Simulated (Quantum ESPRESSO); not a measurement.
# How volume moves the moments of Cobalt

Wanted: the trend of the moments of Cobalt with volume.

Method: PBE; plane waves with GBRV 1.5 PBE potentials, no spin-orbit coupling, in Quantum ESPRESSO 7.5.

Most raw output is cut from this account.

**1. Set-up**

The structure is hexagonal, space group P6_3/mmc (No. 194). Conventional cell: a = 2.507 Å, b = 2.507 Å, c = 4.070 Å, α = 90.00°, β = 90.00°, γ = 120.00°. Nearest to Co lie 12 Co at 2.50 to 2.51 Å.

The cell comes from the Crystallography Open Database.

**2. Volume 0.92, ferro ++**

All lengths scale alike; the factor is that of the volume. Atoms keep their fractional places. Seeded atoms are those given a starting moment.

Input file pw.in:

```
&CONTROL
  calculation = 'scf'
  prefix = 'pwscf'
  outdir = './tmp'
  pseudo_dir = './pseudo'
  disk_io = 'nowf'
  tprnfor = .true.
  tstress = .true.
/
&SYSTEM
  ibrav = 0
  nat = 2
  ntyp = 1
  ecutwfc = 40
  ecutrho = 280
  nbnd = 26
  occupations = 'smearing'
  smearing = 'fd'
  degauss = 0.00367493
  nspin = 2
  starting_magnetization(1) = 0.1176
/
&ELECTRONS
  conv_thr = 4d-09
  electron_maxstep = 150
  mixing_beta = 0.3
/
ATOMIC_SPECIES
Co     58.9332 co_pbe_v1.2.uspp.F.UPF
CELL_PARAMETERS bohr
   4.6084169398    0.0000000000    0.0000000000
  -2.3042084699    3.9910061410    0.0000000000
   0.0000000000    0.0000000000    7.4801771170
ATOMIC_POSITIONS crystal
Co      0.3333333333    0.6666666667    0.2500000000
Co      0.6666666667    0.3333333333    0.7500000000
K_POINTS automatic
12 12 12 0 0 0
```

Command:

```bash
> OMP_NUM_THREADS=1 mpirun -n 2 pw.x -nk 2 -in pw.in > pw.out
```

Wall time 38 s (2 MPI ranks of Intel Xeon Platinum 8259CL at 2.50GHz (Skylake/Cascade Lake), shared host); peak memory 0.21 GiB; 76 s of CPU time.

Spin moment in the atom's sphere by atom:

```
atom  spin moment in the atom's sphere (μB)
 Co1                                   1.69
 Co2                                   1.69
```

Read from the output:

```
smearing term TS       : 0.01479 eV
pressure               : 16.14 GPa
magnetization          : 3.222 μB
absolute magnetization : 3.547 μB
final state            : ferromagnetic
```

**3. Volume 0.92, antiferro +-**

Changes to pw.in since step 2:

```diff
@@ -12,6 +12,6 @@
   nat = 2
-  ntyp = 1
+  ntyp = 2
   ecutwfc = 40
   ecutrho = 280
-  nbnd = 26
+  nbnd = 24
   occupations = 'smearing'
@@ -21,2 +21,3 @@
   starting_magnetization(1) = 0.1176
+  starting_magnetization(2) = -0.1176
 /
@@ -28,3 +29,4 @@
 ATOMIC_SPECIES
-Co     58.9332 co_pbe_v1.2.uspp.F.UPF
+Co1    58.9332 co_pbe_v1.2.uspp.F.UPF
+Co2    58.9332 co_pbe_v1.2.uspp.F.UPF
 CELL_PARAMETERS bohr
@@ -34,4 +36,4 @@
 ATOMIC_POSITIONS crystal
-Co      0.3333333333    0.6666666667    0.2500000000
-Co      0.6666666667    0.3333333333    0.7500000000
+Co1     0.3333333333    0.6666666667    0.2500000000
+Co2     0.6666666667    0.3333333333    0.7500000000
 K_POINTS automatic
```

Wall time 62 s (2 MPI ranks); peak memory 0.21 GiB; 2.1 min of CPU time.

Spin moment in the atom's sphere by atom:

```
atom  spin moment in the atom's sphere (μB)
 Co1                                  0.847
 Co2                                 -0.846
```

Read from the output:

```yaml
smearing_term_ts: 0.04140 eV
pressure: 7.289 GPa
magnetization: 0 μB
absolute_magnetization: 1.735 μB
final_state: antiferromagnetic
```

**4. Volume 0.92, no spin polarisation**

Input file pw.in:

```
&CONTROL
  calculation = 'scf'
  prefix = 'pwscf'
  outdir = './tmp'
  pseudo_dir = './pseudo'
  disk_io = 'nowf'
  tprnfor = .true.
  tstress = .true.
/
&SYSTEM
  ibrav = 0
  nat = 2
  ntyp = 1
  ecutwfc = 40
  ecutrho = 280
  nbnd = 24
  occupations = 'smearing'
  smearing = 'fd'
  degauss = 0.00367493
/
&ELECTRONS
  conv_thr = 4d-09
  electron_maxstep = 150
  mixing_beta = 0.3
/
ATOMIC_SPECIES
Co     58.9332 co_pbe_v1.2.uspp.F.UPF
CELL_PARAMETERS bohr
   4.6084169398    0.0000000000    0.0000000000
  -2.3042084699    3.9910061410    0.0000000000
   0.0000000000    0.0000000000    7.4801771170
ATOMIC_POSITIONS crystal
Co      0.3333333333    0.6666666667    0.2500000000
Co      0.6666666667    0.3333333333    0.7500000000
K_POINTS automatic
12 12 12 0 0 0
```

Run time: 21 s. Hardware: 2 MPI ranks; peak memory 0.17 GiB.

Read from the output:

* smearing term TS: 0.04247 eV
* pressure: 3.073 GPa
* final state: non-magnetic (no spin polarisation)

**5. Volume 1.08, ferro ++**

Changes to pw.in since step 4:

```diff
@@ -15,3 +15,3 @@
   ecutrho = 280
-  nbnd = 24
+  nbnd = 26
   occupations = 'smearing'
@@ -19,2 +19,4 @@
   degauss = 0.00367493
+  nspin = 2
+  starting_magnetization(1) = 0.1176
 /
@@ -28,5 +30,5 @@
 CELL_PARAMETERS bohr
-   4.6084169398    0.0000000000    0.0000000000
-  -2.3042084699    3.9910061410    0.0000000000
-   0.0000000000    0.0000000000    7.4801771170
+   4.8614266832    0.0000000000    0.0000000000
+  -2.4307133416    4.2101190062    0.0000000000
+   0.0000000000    0.0000000000    7.8908512634
 ATOMIC_POSITIONS crystal
```

Wall time 44 s (2 MPI ranks); peak memory 0.23 GiB; 88 s of CPU time.

Read from the output:

- smearing term TS: 0.01532 eV
- pressure: -16.09 GPa
- magnetization: 3.458 μB
- absolute magnetization: 3.869 μB
- final state: ferromagnetic
- largest moment: 1.821 μB

**6. All points**

The runs not shown differ from these in the moved quantity alone.

States, by row:

```
volume       ferro ++       antiferro +-  no spin polarisation
  0.92  ferromagnetic  antiferromagnetic          non-magnetic
  0.96  ferromagnetic  antiferromagnetic          non-magnetic
     1  ferromagnetic  antiferromagnetic          non-magnetic
  1.04  ferromagnetic  antiferromagnetic          non-magnetic
  1.08  ferromagnetic  antiferromagnetic          non-magnetic
```

Table of largest site moment by volume:

```
volume (factor)  ferro ++ (μB)  antiferro +- (μB)
         0.9200           1.69              0.846
         0.9600           1.74               1.06
         1.0000           1.78               1.23
         1.0400           1.80               1.38
         1.0800           1.82               1.50
```

The energy less that of the parallel start by volume; values in meV a seeded atom:

```
volume (factor)  antiferro +-  no spin polarisation
         0.9200           223                   222
         0.9600           245                   258
         1.0000           261                   293
         1.0400           271                   325
         1.0800           276                   356
```

The energy over the lowest by volume; values in meV an atom:

```
volume (factor)  ferro ++  antiferro +-  no spin polarisation
         0.9200      32.4           256                   254
         0.9600      2.71           247                   261
         1.0000         0           261                   293
         1.0400      19.2           290                   345
         1.0800      56.0           332                   412
```

**7. What came out**

```yaml
moment_parallel_start: 1.69 to 1.82 μB
states_met_from_these_starts: antiferromagnetic and ferromagnetic
```

What this shows: The moment of the parallel start goes from 1.69 μB at 0.92 to 1.82 μB at 1.08. The net moment of the cell goes from 3.22 to 3.46 μB. The radius of the spheres follows the nearest distance, so part of the change of the site moments is the spheres'. The largest moment of the start antiferro +- lies between 0.846 and 1.50 μB. The start antiferro +- lies over the parallel one at every finished point, by 223 to 276 meV a seeded atom.

[Logs and program files are shortened in this print: banners, set-up blocks, solver, clock and traceback lines can be left out without a mark of their own.]

[Logs are printed without paths, hosts, clocks, repeated set-up lines and the standing remarks that a program may print on its own settings, such as how far it seeks lower states.]

[Hosts, paths, dates, database ids (printed as entryN), source tags and the programs' standing remarks are cut or masked in the printed files.]

[Where a cell is said to come from a database of computed structures, the database is the Materials Project.]
